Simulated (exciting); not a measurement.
## WSeS: the S K edge from the Bethe–Salpeter equation

Wanted: the near-edge spectrum and the bound core excitons at the S K edge of WSeS.

Method: X-ray absorption, core-level Bethe-Salpeter equation, exchange and statically screened direct term, Tamm-Dancoff, all-electron LAPW+lo LDA, in exciting sodium.

**1. Set-up**

The structure is trigonal, space group P-3m1 (No. 164). The conventional cell has a = 3.248 Å, b = 3.248 Å, c = 13.459 Å, α = 90.00°, β = 90.00°, γ = 120.00°. Nearest to W lie 3 S at 2.42 Å and 3 Se at 2.53 Å. Se has 3 W at 2.53 Å nearest. S has 3 W at 2.42 Å nearest. Farther neighbours and most contacts between anions are not listed.

Structure file:

```xyz
6
Lattice="3.2481 0.0000 0.0000 -1.6241 2.8129 0.0000 0.0000 0.0000 13.4588" Properties=species:S:1:pos:R:3 pbc="T T T"
W     1.6241    0.9376   10.0019
W     0.0000    1.8753    3.4568
Se    1.6241    0.9376    1.7594
Se    0.0000    1.8753   11.6994
S     0.0000    1.8753    8.4758
S     1.6241    0.9376    4.9829
```

Differences between curves are given as r.m.s. difference over r.m.s. height.

**2. The self-consistent potential**

The species files are the program's own, with muffin-tin radii set in the input.

File input.xml:

```
<input>
  <title>WSeS</title>
  <structure speciespath="." autormt="false" epslat="1.0e-5">
    <crystal>
      <basevect>6.1380440504 0.0000000000 0.0000000000</basevect>
      <basevect>-3.0690220252 5.3157020772 0.0000000000</basevect>
      <basevect>0.0000000000 0.0000000000 25.4333755856</basevect>
    </crystal>
    <species speciesfile="W.xml" rmt="2.240">
      <atom coord="0.6666666667 0.3333333333 0.7431533600"/>
      <atom coord="0.3333333333 0.6666666667 0.2568466400"/>
    </species>
    <species speciesfile="Se.xml" rmt="2.300">
      <atom coord="0.6666666667 0.3333333333 0.1307241100"/>
      <atom coord="0.3333333333 0.6666666667 0.8692758900"/>
    </species>
    <species speciesfile="S.xml" rmt="2.192">
      <atom coord="0.3333333333 0.6666666667 0.6297620700"/>
      <atom coord="0.6666666667 0.3333333333 0.3702379300"/>
    </species>
  </structure>
  <groundstate do="fromscratch" xctype="LDA_PW" ngridk="6 6 1" rgkmax="7" gmaxvr="14" nempty="8" swidth="0.001" maxscl="100" epsengy="1e-5"/>
</input>
```

The run is started by

```
$ OMP_NUM_THREADS=1 mpirun -n 4 exciting
```

Log:

```text
EXCITING SODIUM started
********************************************************************************
* Ground-state run starting from atomic densities                              *
********************************************************************************
+ Starting initialization                                                      +
 Lattice vectors (cartesian) :
      6.1380440504      0.0000000000      0.0000000000
     -3.0690220252      5.3157020772      0.0000000000
      0.0000000000      0.0000000000     25.4333755856
 Reciprocal lattice vectors (cartesian) :
      1.0236461739      0.5910023940     -0.0000000000
      0.0000000000      1.1820047881      0.0000000000
      0.0000000000     -0.0000000000      0.2470448834
 Unit cell volume                           :     829.8405221777
 Brillouin zone volume                      :       0.2989131126
 Species :    1 (W)
     parameters loaded from                 :    W.xml
     name                                   :    tungsten
     nuclear charge                         :     -74.00000000
     electronic charge                      :      74.00000000
     atomic mass                            :  335119.81910000
     muffin-tin radius                      :       2.24000000
     # of radial points in muffin-tin       :     600
     atomic positions (lattice) :
       1 :   0.00000000  0.00000000  0.00000000
       2 :   0.66666667  0.33333333  0.51369328
 Species :    2 (Se)
     parameters loaded from                 :    Se.xml
     name                                   :    selenium
     nuclear charge                         :     -34.00000000
     electronic charge                      :      34.00000000
     atomic mass                            :  143935.27480000
     muffin-tin radius                      :       2.30000000
     # of radial points in muffin-tin       :     350
     atomic positions (lattice) :
       1 :   0.00000000  0.00000000  0.38757075
       2 :   0.66666667  0.33333333  0.12612253
 Species :    3 (S)
     parameters loaded from                 :    S.xml
     name                                   :    sulphur
     nuclear charge                         :     -16.00000000
     electronic charge                      :      16.00000000
     atomic mass                            :   58452.74216000
     muffin-tin radius                      :       2.19200000
     # of radial points in muffin-tin       :     300
     atomic positions (lattice) :
       1 :   0.66666667  0.33333333  0.88660871
       2 :   0.00000000  0.00000000  0.62708457
 Total number of atoms per unit cell        :       6
 Spin treatment                             :    spin-unpolarised
 Number of Bravais lattice symmetries       :      24
 Number of crystal symmetries               :      12
 k-point grid                               :       6    6    1
 Total number of k-points                   :       7
 k-point set is reduced with crystal symmetries
 R^MT_min * |G+k|_max (rgkmax)              :       7.00000000
 Species with R^MT_min                      :       3 (S)
 Maximum |G+k| for APW functions            :       3.19343066
 Maximum |G| for potential and density      :      14.00000000
 G-vector grid sizes                        :      30    30   120
 Total number of G-vectors                  :   38495
 Maximum angular momentum used for
     APW functions                          :       8
     computing H and O matrix elements      :       8
     potential and density                  :       8
     inner part of muffin-tin               :       2
 Total nuclear charge                       :    -248.00000000
 Total electronic charge                    :     248.00000000
 Total core charge                          :     148.00000000
 Total valence charge                       :     100.00000000
 Number of empty states                     :       8
 Total number of valence states             :      59
 Maximum Hamiltonian size                   :     555
 Maximum number of plane-waves              :     465
 Total number of local-orbitals             :      90
 Exchange-correlation type                  :       3
     Perdew-Wang, Phys. Rev. B 45, 13244 (1992)
 Smearing scheme                            :    Gaussian
 Smearing width                             :       0.00100000
 Using multisecant Broyden potential mixing
+ Ending initialization                                                        +
********************************************************************************
* Groundstate module started                                                   *
********************************************************************************
 Output level for this task is set to normal
+ Self-consistent loop started                                                 +
 Density and potential initialised from atomic data
+ SCF iteration number :    1                                                  +
 Total energy                               :    -37939.59472919
 _______________________________________________________________
 Fermi energy                               :         0.27689668
 Kinetic energy                             :     42179.58137456
 Coulomb energy                             :    -79269.11387233
 Exchange energy                            :      -826.07727850
 Correlation energy                         :       -23.98495292
 DOS at Fermi energy (states/Ha/cell)       :         0.00000000
 Electron charges :
     core                                   :       148.00000000
     core leakage                           :         0.00040465
     valence                                :       100.00000000
     interstitial                           :        12.12933273
     charge in muffin-tin spheres :
                  atom     1     W          :        70.86576734
                  atom     2     W          :        70.86576734
                  atom     3    Se          :        32.32240328
                  atom     4    Se          :        32.32240328
                  atom     5     S          :        14.74716302
                  atom     6     S          :        14.74716302
     total charge in muffin-tins            :       235.87066727
     total charge                           :       248.00000000
 Estimated fundamental gap                  :         0.04419447
        valence-band maximum at    1      0.0000  0.0000  0.0000
     conduction-band minimum at    7      0.3333  0.3333  0.0000
[... further iterations ...]
| Convergence targets achieved. Performing final SCF iteration                 +
 Total energy                               :    -37963.80113742
 _______________________________________________________________
 Fermi energy                               :         0.26788851
 Kinetic energy                             :     42163.74684699
 Coulomb energy                             :    -79277.17148292
 Exchange energy                            :      -826.38721778
 Correlation energy                         :       -23.98928370
 DOS at Fermi energy (states/Ha/cell)       :         0.00000000
 Electron charges :
     core                                   :       148.00000000
     core leakage                           :         0.00040201
     valence                                :       100.00000000
     interstitial                           :        12.15735604
     charge in muffin-tin spheres :
                  atom     1     W          :        71.03471175
                  atom     2     W          :        71.03471175
                  atom     3    Se          :        32.31390092
                  atom     4    Se          :        32.31390092
                  atom     5     S          :        14.57270930
                  atom     6     S          :        14.57270930
     total charge in muffin-tins            :       235.84264396
     total charge                           :       248.00000000
 Estimated fundamental gap                  :         0.03854731
        valence-band maximum at    1      0.0000  0.0000  0.0000
     conduction-band minimum at    5      0.1667  0.1667  0.0000
+ Self-consistent loop stopped                                                 +
 STATE.OUT is written
********************************************************************************
* Groundstate module stopped                                                   *
********************************************************************************
 Total time spent (seconds)                 :        88.52
| EXCITING SODIUM stopped                                                      =
```

The job ended after 90 s (4 MPI ranks of Intel Xeon at 2.70GHz, shared host).

The mesh shows a gap of 1.05 eV. Core levels (Dirac, from the valence top):

| atom | level | energy (eV) |
| --- | --- | --- |
| S | 1s1/2 | -2391.0 |
| S | 2s1/2 | -204.8 |
| S | 2p1/2 | -151.4 |
| S | 2p3/2 | -150.1 |

**3. A richer basis for the empty states**

Each species file gets more local orbitals, built from u and its energy derivative at 0.15 Ha and u at 0.9 Ha.

input.xml is that of step 2.

File SPECIES.xml, added lines:

```
<lo l="L">  <!-- L = 0, 1, 2, and 3 from Cs on -->
  <wf matchingOrder="0" trialEnergy="0.1500" searchE="false"/>
  <wf matchingOrder="1" trialEnergy="0.1500" searchE="false"/>
  <wf matchingOrder="0" trialEnergy="0.9000" searchE="false"/>
</lo>
```

The run is started by

```
$ OMP_NUM_THREADS=1 mpirun -n 4 exciting
```

Log:

```text
EXCITING SODIUM started
********************************************************************************
* Ground-state run starting from atomic densities                              *
********************************************************************************
+ Starting initialization                                                      +
[... lattice and species ...]
 Spin treatment                             :    spin-unpolarised
 Number of Bravais lattice symmetries       :      24
[...]
valence-band maximum at    1      0.0000  0.0000  0.0000
     conduction-band minimum at    5      0.1667  0.1667  0.0000
+ Self-consistent loop stopped                                                 +
 STATE.OUT is written
********************************************************************************
* Groundstate module stopped                                                   *
********************************************************************************
 Total time spent (seconds)                 :        81.30
| EXCITING SODIUM stopped                                                      =
[key lines of the parts left out:]
Total energy                               :    -37963.80412750
Fermi energy                               :         0.26819350
```

Run time: 82 s. Hardware: 4 MPI ranks.

Against the first ground state the total energy moves by -14 meV an atom and the gap by 0.00 eV.

(Part 1 of 2 ends here.)

[Banner, clock and machine lines of the logs are left out without a mark of their own.]

[Logs are printed without paths, hosts, clocks, repeated set-up lines and the standing remarks that a program may print on its own settings, such as how far it seeks lower states.]

[Hosts, paths, dates, database ids (printed as entryN), source tags and the programs' standing remarks are cut or masked in the printed files.]
